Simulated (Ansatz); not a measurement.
## Li on Cu(100): change of the work function

Aim: the work function of Cu(100) at several coverages of Li (hollow site), and the dipole that each adsorbate carries.

Method: plane-wave DFT, PBE, Ansatz PAW, in Ansatz 0.2.0.

## (1) The structure

The cell holds 4 atoms: 4 Cu. Its edges and angles: a = 2.553 Å, b = 2.553 Å, c = 23.415 Å, α = 90.0°, β = 90.0°, γ = 90.0°. Vacuum lies along c.

## (2) The clean slab

The bare slab comes first, as the zero from which every change is counted. The two lowest layers are held at bulk places and the upper ones relax. The dipole correction removes the false field that a one-sided slab makes across the periodic vacuum, so each face gets a flat vacuum level of its own.

File input.yaml:

```yaml
crystal:
  lattice:
    - [2.5526554801, 0.0, 0.0]
    - [0.0, 2.5526554801, 0.0]
    - [0.0, 0.0, 23.415]
  atoms:
    - { symbol: Cu, position: [0.5, 0.5, 0.3843689942] }
    - { symbol: Cu, position: [0.0, 0.0, 0.4614563314] }
    - { symbol: Cu, position: [0.5, 0.5, 0.5385436686] }
    - { symbol: Cu, position: [0.0, 0.0, 0.6156310058] }
kpoints:
  mp_grid: { grid: [12, 12, 1] }
hamiltonian:
  xc: pbe
scf:
  occupations: { method: fermi_dirac, width: 0.1 }
  convergence: { dr2_threshold: 1.0e-08 }
efield:
  axis: 3
  dipole_correction: true
  ramp_position: 0.97
  ramp_width: 0.06
relax:
  f_tol: 0.02
  max_steps: 60
  constraints: [{ sites: [0, 1] }]
output:
  write_potential: true
  write_density: true
  volumetric_format: npy
```

Launch:

```console
> ansatz run input.yaml --threads 4 --pin off --max-ram 16384MiB --backend cpu --events-out ev --progress --plain --runs-dir out
```

The log of the run:

```text
Engine: ansatz 0.2.0, aarch64-unknown-linux-gnu
Pseudopotentials: kind: paw
Pseudopotential: Cu, paw, valence charge 19, recommended cutoff 420 eV (normal), Cu.paw.azcp
Functional definition: PBE
  parameter kappa = 0.804
  parameter beta = 0.066725
  exchange = pbe_x(kappa = kappa, mu = beta*pi^2/3)
  correlation = pbe_c(beta = beta)
Crystal: 4 atoms, lattice volume = 152.573 Å³
Basis set: ecut = 420 eV, 3011 PW (Γ), exchange–correlation on 36×36×320 points (8 copies of the dense FFT grid, shifted against one another)
Bands: 46, of which v1, the nominal top of the filled ones, is band 38 counted from 1 (37 counted from 0)
Symmetry: 8 space group operations
k-points: 28 of 144
Non-local potential: Cu, projectors of the file, l = 0: 3, l = 1: 2, l = 2: 3, l = 3: 1
PAW form: soft (Blöchl's): semilocal exchange-correlation on the pseudo side does not see the compensation charge
PAW one-centre angular grid: Cu, 590 points (default); XC on 64 Gauss nodes
Initial density: superposition of atomic densities (neutral atoms: chi_scale 0, normalization atom), corrected by the library's trained network
Initial wavefunctions: pseudopotential atomic-orbital guess
Functional: x = pbe(κ = 0.804, μ = 0.219515), c = pbe(β = 0.066725)
SCF iter   1: F=—  HF=-26499.487320 eV  |F-HF|=—  |Δ(HF+E_count)|=         —  Δρ=1.44e-3  dr2=1.11e-2  ethr=1.77e-3  p=-0.000 e·Å  D=-7.17e-15 V/Å  ΔV_dip=0.00 eV  dr2_dipole=9.36e-9  V_vac-E_F(+/−)=4.49/4.49 eV  ⟨swp⟩=8.7  Hψ=5648  notcnv=0  defer=4
efield: sawtooth ramp at fractional position 0.9700 (set: `efield.ramp_position`, or a place that a band, a saddle search or an elastic batch's reference lends), width 0.0600; the density the first Hamiltonian is built on has a dipole p = -0.000 e·Å; the dipole correction subtracts the counter field D = -7.17e-15 V/Å, which shifts the + side's vacuum level by +0.00 eV against the − side's; the planar-averaged density in the ramp window peaks in size at 3.2e-5 e/Å³
preconditioner: auto → LDOS  [metal: Δε(μ)=0.060 eV  Ē_g=8.062 eV  σ=0.100 eV  W_gap=0.15  n_scr=18 (ndim 8)  ℏωp=19.9 eV  f_vac=0.639  D(μ)=1.29/eV (n_scr^D=8)  β→1.0]
SCF iter   2: F=—  HF=-26499.492238 eV  |F-HF|=—  |Δ(HF+E_count)|=   4.92e-3  Δρ=1.83e-3  dr2=4.23e-3  ethr=1.46e-5  p=-0.000 e·Å  D=-6.15e-6 V/Å  ΔV_dip=0.00 eV  dr2_dipole=9.00e-8  V_vac-E_F(+/−)=4.58/4.58 eV  ⟨swp⟩=2.9  Hψ=2867  notcnv=0  defer=39
SCF iter   3: F=—  HF=-26499.491942 eV  |F-HF|=—  |Δ(HF+E_count)|=   2.96e-4  Δρ=1.46e-3  dr2=1.64e-3  ethr=5.57e-6  p=-0.000 e·Å  D=-3.99e-5 V/Å  ΔV_dip=0.00 eV  dr2_dipole=2.09e-7  V_vac-E_F(+/−)=4.57/4.57 eV  ⟨swp⟩=2.5  Hψ=2210  notcnv=0  defer=39
SCF iter   4: F=—  HF=-26499.491516 eV  |F-HF|=—  |Δ(HF+E_count)|=   4.26e-4  Δρ=1.91e-4  dr2=1.24e-4  ethr=2.16e-6  p=0.000 e·Å  D=2.29e-5 V/Å  ΔV_dip=-0.00 eV  dr2_dipole=3.77e-9  V_vac-E_F(+/−)=4.57/4.57 eV  ⟨swp⟩=2.0  Hψ=1832  notcnv=0  defer=39
SCF iter   5: F=—  HF=-26499.491529 eV  |F-HF|=—  |Δ(HF+E_count)|=   1.21e-5  Δρ=1.10e-4  dr2=2.44e-5  ethr=1.63e-7  p=-0.000 e·Å  D=-1.13e-5 V/Å  ΔV_dip=0.00 eV  dr2_dipole=1.50e-9  V_vac-E_F(+/−)=4.58/4.58 eV  ⟨swp⟩=2.1  Hψ=1761  notcnv=0  defer=39
SCF iter   6: F=—  HF=-26499.491521 eV  |F-HF|=—  |Δ(HF+E_count)|=   7.22e-6  Δρ=1.05e-4  dr2=1.04e-5  ethr=3.21e-8  p=0.000 e·Å  D=2.18e-5 V/Å  ΔV_dip=-0.00 eV  dr2_dipole=1.21e-8  V_vac-E_F(+/−)=4.58/4.58 eV  ⟨swp⟩=2.0  Hψ=1843  notcnv=0  defer=39
SCF iter   7: F=—  HF=-26499.491516 eV  |F-HF|=—  |Δ(HF+E_count)|=   4.87e-6  Δρ=2.78e-5  dr2=8.10e-7  ethr=1.37e-8  p=0.000 e·Å  D=4.93e-6 V/Å  ΔV_dip=-0.00 eV  dr2_dipole=2.35e-11  V_vac-E_F(+/−)=4.58/4.58 eV  ⟨swp⟩=2.1  Hψ=1738  notcnv=0  defer=39
SCF iter   8: F=—  HF=-26499.491526 eV  |F-HF|=—  |Δ(HF+E_count)|=   9.89e-6  Δρ=2.02e-5  dr2=4.10e-7  ethr=1.07e-9  p=0.000 e·Å  D=3.52e-6 V/Å  ΔV_dip=-0.00 eV  dr2_dipole=2.39e-9  V_vac-E_F(+/−)=4.58/4.58 eV  ⟨swp⟩=2.0  Hψ=1851  notcnv=0  defer=39
SCF iter   9: F=—  HF=-26499.491526 eV  |F-HF|=—  |Δ(HF+E_count)|=   1.27e-7  Δρ=8.57e-6  dr2=8.09e-8  ethr=5.39e-10  p=0.000 e·Å  D=5.31e-7 V/Å  ΔV_dip=-0.00 eV  dr2_dipole=3.70e-10  V_vac-E_F(+/−)=4.58/4.58 eV  ⟨swp⟩=2.0  Hψ=1812  notcnv=0  defer=39
SCF iter  10: F=-26499.491526 eV  HF=-26499.491526 eV  |F-HF|=5.54e-8  |Δ(HF+E_count)|=   3.77e-8  Δρ=1.16e-6  dr2=1.63e-9  ethr=1.32e-11  p=0.000 e·Å  D=2.44e-7 V/Å  ΔV_dip=-0.00 eV  dr2_dipole=7.46e-12  V_vac-E_F(+/−)=4.58/4.58 eV  ⟨swp⟩=8.1  Hψ=9221  notcnv=0
SCF 1 converged in 10 iterations: F = -26499.491526 eV  dr2 = 1.63e-9
  greatest PAW one-centre occupation: 1.000 electrons in one spin orbital (limit 2), on the Cu atom at site 3 (counted from 0), in its partial waves of l = 0
relax step   1: F+E_penalty+E_count = -26499.49152650 eV  Δ(F+E_penalty+E_count) = +0.000e0 eV  max|allowed force component| = 2.181e-1 eV/Å  Δτ_max = 0.0000 Å  (10 SCF iters, accepted)
Initial density: handed on by an earlier stage of this run
Initial wavefunctions: those handed on with the density
iter 1 solved again at ethr=4.94e-7 eV; its pass at ethr=3.10e-3 eV (dr2=3.76e-4 eV) is discarded
SCF iter   1: F=—  HF=-26499.493638 eV  |F-HF|=—  |Δ(HF+E_count)|=         —  Δρ=7.18e-4  dr2=3.81e-4  ethr=4.94e-7  p=0.000 e·Å  D=6.52e-7 V/Å  ΔV_dip=-0.00 eV  dr2_dipole=5.33e-7  V_vac-E_F(+/−)=4.58/4.58 eV  ⟨swp⟩=2.8  Hψ=4247  notcnv=0  defer=52
efield: sawtooth ramp at fractional position 0.9700 (set: `efield.ramp_position`, or a place that a band, a saddle search or an elastic batch's reference lends), width 0.0600; the density the first Hamiltonian is built on has a dipole p = 0.000 e·Å; the dipole correction subtracts the counter field D = 6.52e-7 V/Å, which shifts the + side's vacuum level by -0.00 eV against the − side's; the planar-averaged density in the ramp window peaks in size at 2.3e-5 e/Å³
preconditioner: auto → LDOS  [metal: Δε(μ)=0.090 eV  Ē_g=8.129 eV  σ=0.100 eV  W_gap=0.22  n_scr=18 (ndim 8)  ℏωp=19.9 eV  f_vac=0.638  D(μ)=1.28/eV (n_scr^D=8)  β→1.0]
SCF iter   2: F=—  HF=-26499.493457 eV  |F-HF|=—  |Δ(HF+E_count)|=   1.81e-4  Δρ=1.93e-4  dr2=8.92e-5  ethr=4.94e-7  p=0.000 e·Å  D=2.69e-4 V/Å  ΔV_dip=-0.01 eV  dr2_dipole=1.27e-5  V_vac-E_F(+/−)=4.58/4.58 eV  ⟨swp⟩=2.1  Hψ=2198  notcnv=0  defer=52
SCF iter   3: F=—  HF=-26499.493455 eV  |F-HF|=—  |Δ(HF+E_count)|=   2.54e-6  Δρ=1.84e-4  dr2=3.53e-5  ethr=1.17e-7  p=0.000 e·Å  D=1.03e-4 V/Å  ΔV_dip=-0.00 eV  dr2_dipole=5.88e-7  V_vac-E_F(+/−)=4.58/4.58 eV  ⟨swp⟩=2.0  Hψ=1859  notcnv=0  defer=52
SCF iter   4: F=—  HF=-26499.493464 eV  |F-HF|=—  |Δ(HF+E_count)|=   9.09e-6  Δρ=9.12e-5  dr2=8.65e-6  ethr=4.64e-8  p=0.000 e·Å  D=1.63e-4 V/Å  ΔV_dip=-0.00 eV  dr2_dipole=1.04e-7  V_vac-E_F(+/−)=4.58/4.58 eV  ⟨swp⟩=2.0  Hψ=1849  notcnv=0  defer=52
SCF iter   5: F=—  HF=-26499.493458 eV  |F-HF|=—  |Δ(HF+E_count)|=   5.47e-6  Δρ=2.20e-5  dr2=5.03e-7  ethr=1.14e-8  p=0.000 e·Å  D=1.56e-4 V/Å  ΔV_dip=-0.00 eV  dr2_dipole=1.16e-8  V_vac-E_F(+/−)=4.58/4.58 eV  ⟨swp⟩=2.0  Hψ=1786  notcnv=0  defer=52
SCF iter   6: F=—  HF=-26499.493458 eV  |F-HF|=—  |Δ(HF+E_count)|=   2.31e-7  Δρ=1.23e-5  dr2=1.50e-7  ethr=6.61e-10  p=0.000 e·Å  D=1.63e-4 V/Å  ΔV_dip=-0.00 eV  dr2_dipole=2.72e-9  V_vac-E_F(+/−)=4.58/4.58 eV  ⟨swp⟩=2.0  Hψ=1850  notcnv=0  defer=52
SCF iter   7: F=-26499.493458 eV  HF=-26499.493458 eV  |F-HF|=7.54e-9  |Δ(HF+E_count)|=   8.22e-8  Δρ=2.24e-6  dr2=5.35e-9  ethr=1.32e-11  p=0.000 e·Å  D=1.65e-4 V/Å  ΔV_dip=-0.00 eV  dr2_dipole=5.96e-12  V_vac-E_F(+/−)=4.58/4.58 eV  ⟨swp⟩=8.1  Hψ=9419  notcnv=0
SCF 2 converged in 7 iterations: F = -26499.493458 eV  dr2 = 5.35e-9
  greatest PAW one-centre occupation: 1.000 electrons in one spin orbital (limit 2), on the Cu atom at site 0 (counted from 0), in its partial waves of l = 0
relax step   2: F+E_penalty+E_count = -26499.49345845 eV  Δ(F+E_penalty+E_count) = -1.932e-3 eV  max|allowed force component| = 1.395e-1 eV/Å  Δτ_max = 0.0117 Å  (7 SCF iters, accepted)
SCF iter   1: F=—  HF=-26499.495286 eV  |F-HF|=—  |Δ(HF+E_count)|=         —  Δρ=1.19e-3  dr2=9.92e-4  ethr=1.36e-5  p=0.000 e·Å  D=1.65e-4 V/Å  ΔV_dip=-0.00 eV  dr2_dipole=3.18e-9  V_vac-E_F(+/−)=4.58/4.58 eV  ⟨swp⟩=3.2  Hψ=3121  notcnv=0  defer=52
efield: sawtooth ramp at fractional position 0.9700 (set: `efield.ramp_position`, or a place that a band, a saddle search or an elastic batch's reference lends), width 0.0600; the density the first Hamiltonian is built on has a dipole p = 0.000 e·Å; the dipole correction subtracts the counter field D = 1.65e-4 V/Å, which shifts the + side's vacuum level by -0.00 eV against the − side's; the planar-averaged density in the ramp window peaks in size at 2.2e-5 e/Å³
preconditioner: auto → LDOS  [metal: Δε(μ)=0.088 eV  Ē_g=8.129 eV  σ=0.100 eV  W_gap=0.21  n_scr=18 (ndim 8)  ℏωp=19.9 eV  f_vac=0.638  D(μ)=1.29/eV (n_scr^D=8)  β→1.0]
SCF iter   2: F=—  HF=-26499.494837 eV  |F-HF|=—  |Δ(HF+E_count)|=   4.49e-4  Δρ=3.85e-4  dr2=2.55e-4  ethr=1.31e-6  p=0.000 e·Å  D=5.86e-4 V/Å  ΔV_dip=-0.01 eV  dr2_dipole=3.47e-5  V_vac-E_F(+/−)=4.57/4.58 eV  ⟨swp⟩=2.0  Hψ=2546  notcnv=0  defer=52
SCF iter   3: F=—  HF=-26499.494808 eV  |F-HF|=—  |Δ(HF+E_count)|=   2.90e-5  Δρ=4.05e-4  dr2=1.71e-4  ethr=3.36e-7  p=0.000 e·Å  D=4.58e-4 V/Å  ΔV_dip=-0.01 eV  dr2_dipole=3.20e-6  V_vac-E_F(+/−)=4.57/4.58 eV  ⟨swp⟩=2.2  Hψ=2080  notcnv=0  defer=52
SCF iter   4: F=—  HF=-26499.494790 eV  |F-HF|=—  |Δ(HF+E_count)|=   1.79e-5  Δρ=6.85e-5  dr2=6.36e-6  ethr=2.25e-7  p=0.000 e·Å  D=4.56e-4 V/Å  ΔV_dip=-0.01 eV  dr2_dipole=2.50e-7  V_vac-E_F(+/−)=4.57/4.58 eV  ⟨swp⟩=2.0  Hψ=1803  notcnv=0  defer=52
SCF iter   5: F=—  HF=-26499.494796 eV  |F-HF|=—  |Δ(HF+E_count)|=   5.89e-6  Δρ=2.59e-5  dr2=9.68e-7  ethr=8.37e-9  p=0.000 e·Å  D=4.76e-4 V/Å  ΔV_dip=-0.01 eV  dr2_dipole=9.09e-8  V_vac-E_F(+/−)=4.57/4.58 eV  ⟨swp⟩=2.9  Hψ=1991  notcnv=0  defer=52
SCF iter   6: F=—  HF=-26499.494796 eV  |F-HF|=—  |Δ(HF+E_count)|=   1.95e-7  Δρ=7.50e-6  dr2=6.43e-8  ethr=1.27e-9  p=0.000 e·Å  D=4.75e-4 V/Å  ΔV_dip=-0.01 eV  dr2_dipole=4.68e-9  V_vac-E_F(+/−)=4.57/4.58 eV  ⟨swp⟩=2.0  Hψ=1717  notcnv=0  defer=52
SCF iter   7: F=—  HF=-26499.494796 eV  |F-HF|=—  |Δ(HF+E_count)|=   2.24e-7  Δρ=3.82e-6  dr2=1.47e-8  ethr=1.32e-11  p=0.000 e·Å  D=4.89e-4 V/Å  ΔV_dip=-0.01 eV  dr2_dipole=1.12e-10  V_vac-E_F(+/−)=4.57/4.58 eV  ⟨swp⟩=9.8  Hψ=9000  notcnv=0
SCF iter   8: F=—  HF=-26499.494796 eV  |F-HF|=—  |Δ(HF+E_count)|=   7.58e-8  Δρ=3.61e-6  dr2=1.52e-8  ethr=1.32e-11  p=0.000 e·Å  D=4.94e-4 V/Å  ΔV_dip=-0.01 eV  dr2_dipole=3.73e-10  V_vac-E_F(+/−)=4.57/4.58 eV  ⟨swp⟩=9.1  Hψ=8387  notcnv=0
SCF iter   9: F=-26499.494796 eV  HF=-26499.494796 eV  |F-HF|=1.35e-9  |Δ(HF+E_count)|=   1.27e-8  Δρ=1.23e-6  dr2=2.58e-9  ethr=1.32e-11  p=0.000 e·Å  D=4.96e-4 V/Å  ΔV_dip=-0.01 eV  dr2_dipole=1.02e-10  V_vac-E_F(+/−)=4.57/4.58 eV  ⟨swp⟩=6.8  Hψ=8438  notcnv=0
SCF 3 converged in 9 iterations: F = -26499.494796 eV  dr2 = 2.58e-9
relax step   3: F+E_penalty+E_count = -26499.49479638 eV  Δ(F+E_penalty+E_count) = -1.338e-3 eV  max|allowed force component| = 2.096e-3 eV/Å  Δτ_max = 0.0196 Å  (9 SCF iters, accepted)
NSCF: frozen V_eff on 28 k-points
the band table was solved once a step of the walk had ended and its energy, with any forces and stress, was formed, with the checks that follow a solve (6802 applications of the Hamiltonian). They found nothing against the state; the energy, forces and stress were not computed again (output.eigenvalues in the input reference)
WARN: The output density's exchange-correlation potential varies sharply where the density is thin. Do not read a vacuum level from v_tot or v_xc, or from such a field of the output density. On a cell that repeats whose density bears no net charge and no dipole along the vacuum's axis use v_es (v_loc + v_h of the components); under efield.dipole_correction with no amplitude use v_es + v_field, which holds any externa [...]
SCF converged after 9 iterations
Free energy (F): -26499.494796 eV
Harris-Foulkes:  -26499.494796 eV  (|F-HF|=1.35e-9)
Internal energy: -26499.450325 eV  (E = F + TS)
E sigma→0 (E₀):  -26499.472561 eV
Entropy (-TS):   -0.044472 eV (-11.118 meV/atom)
Fermi energy:    2.077824 eV
Dipole field:    D = 0.000480 V/Å  (p = 0.000405 e·Å, saw-weighted, corrected)
Work function:   Φ+ = 4.5707 eV   Φ− = 4.5819 eV
Levels:          The Fermi level and band energies are counted from a zero that moves with the ramp; work functions are not
--- Per-component energies (eV) ---
  E_band       = -2536.166477
  E_kinetic    = 1198.309528
  E_local      = -168854.315694  (includes V_loc(G=0)·N_el)
  E_nonlocal   = 1567.140430
  E_hartree    = 82915.850215
  E_xc         = -355.051919
  E_vxc        = -457.887175  (∫ρ·V_xc dr)
  E_paw        = -6658.907342  (= ΣΔE_a)
  E_vpaw       = -1821.114883  (= ΣTr[D̂ρ^β])
  E_aug_tail   = 0.001125  (compensation charges beyond the density's cutoff)
  E_efield     = 0.000000  (sawtooth field / dipole correction)
  E_vefield    = -0.000313  (∫n·V_field dr)
  E_ewald      = 63687.523332
  E_smearing   = -0.044472  (= −TS)
  E_closure    = -0.000000  (closes the sum)
  Σ components = -26499.494796   (vs F -26499.494796, Δ=0.00e0)
--- Forces (eV/Å), atoms counted from 1 ---
  atom   1  Cu    -0.00000000     0.00000000     0.10441416
  atom   2  Cu    -0.00000000     0.00000000    -0.10661276
  atom   3  Cu     0.00000000     0.00000000     0.00010983
  atom   4  Cu    -0.00000000     0.00000000     0.00209595
  max |Σ_I F_I| component: 7.18e-6 eV/Å
--- Band table (eV; the first three rows and the last of 28) ---
  k-point 0: bands = [... 34 lower, 0.3997, 0.6183, 0.6474, 0.6474, 0.6479, 1.6164, 3.1949, 6.4525, ... 4 higher]
  k-point 1: bands = [... 34 lower, 0.4671, 0.5052, 0.5494, 0.6055, 0.6780, 1.9009, 3.5303, 6.6065, ... 4 higher]
  k-point 2: bands = [... 34 lower, 0.4625, 0.4862, 0.5546, 0.6159, 0.6727, 2.5350, 4.3478, 7.0666, ... 4 higher]
  k-point 27: bands = [... 34 lower, 1.0039, 1.0231, 4.5597, 4.5597, 6.7457, 6.7457, 9.5125, 9.5174, ... 4 higher]
--- Relaxed structure (3 steps of the walk, 3 accepted, 0 SCFs on fresh bases) ---
  F+E_penalty+E_count = -26499.49479638 eV   max|allowed force component| = 2.096e-3 eV/Å
  atoms:
    - { symbol: Cu, position: [0.5, 0.5, 0.384369] }
    - { symbol: Cu, position: [0.0, 0.0, 0.461456] }
    - { symbol: Cu, position: [0.5, 0.5, 0.539882] }
    - { symbol: Cu, position: [0, 0.0, 0.615758] }
```

It took 15 s on 4 threads of Arm Neoverse V2, shared host; peak memory 0.51 GiB; 57 s of CPU time.

The steps of the relaxation:

```
step  energy less that of the first step (eV)  largest force component (eV/Å)
   1                                   0.0000                          0.2181
   2                                  -0.0019                          0.1395
   3                                  -0.0033                          0.0021
```

The run keeps the 8 symmetry operations that the program found, so distortions that break them were not tested.

The atoms that moved most (Å):

```
atom     dx     dy     dz  length
 Cu3  0.000  0.000  0.031   0.031
```

The relaxed structure:

```cif
data_structure
_symmetry_space_group_name_H-M 'P 1'
_symmetry_Int_Tables_number 1
_cell_length_a 2.5527
_cell_length_b 2.5527
_cell_length_c 23.4150
_cell_angle_alpha 90.000
_cell_angle_beta 90.000
_cell_angle_gamma 90.000
_cell_volume 152.57
loop_
_atom_site_label
_atom_site_type_symbol
_atom_site_fract_x
_atom_site_fract_y
_atom_site_fract_z
_atom_site_occupancy
Cu1 Cu 0.50000 0.50000 0.38437 1
Cu2 Cu 0.00000 0.00000 0.46146 1
Cu3 Cu 0.50000 0.50000 0.53988 1
Cu4 Cu 0.00000 0.00000 0.61576 1
```

Numbers from this step:

```
energy at zero smearing   : -26499.4726 eV
work function, upper face : 4.571 eV
dipole along the normal   : 4.05e-4 e·Å
```

Running mean over 1.805 Å of the planar mean; the ramp of the sawtooth is left out. Electron's electrostatic potential energy less the Fermi level against z:

```
z (Å)  electron's electrostatic potential energy less the Fermi level (eV)
    3                                                                 4.58
    4                                                                 4.58
    5                                                                 4.58
    6                                                                 4.54
    7                                                                 4.10
    8                                                                -1.44
    9                                                                -8.30
   10                                                                -8.72
   11                                                                -8.72
   12                                                                -8.55
   13                                                                -8.94
   14                                                                -8.80
   15                                                                -5.53
   16                                                                 3.08
   17                                                                 4.46
   18                                                                 4.56
   19                                                                 4.57
   20                                                                 4.57
```

The relaxation took 3 steps and lowered the energy by 0.0033 eV; the largest force on the free atoms ends at 0.0021 eV/Å.

The work function of the upper face is 4.57 eV.

(Continued in part 2 of 4.)

[Long decimals in the printed logs are rounded to 6 places.]

[Logs are printed without paths, hosts, clocks, repeated set-up lines and the standing remarks that a program may print on its own settings, such as how far it seeks lower states.]

[Hosts, paths, dates, database ids (printed as entryN), source tags and the programs' standing remarks are cut or masked in the printed files.]

[Maps of the electrostatic potential energy from Ansatz leave out the sawtooth potential of an applied field or a dipole correction, so their vacuum need not be flat; planar profiles and work functions include it.]
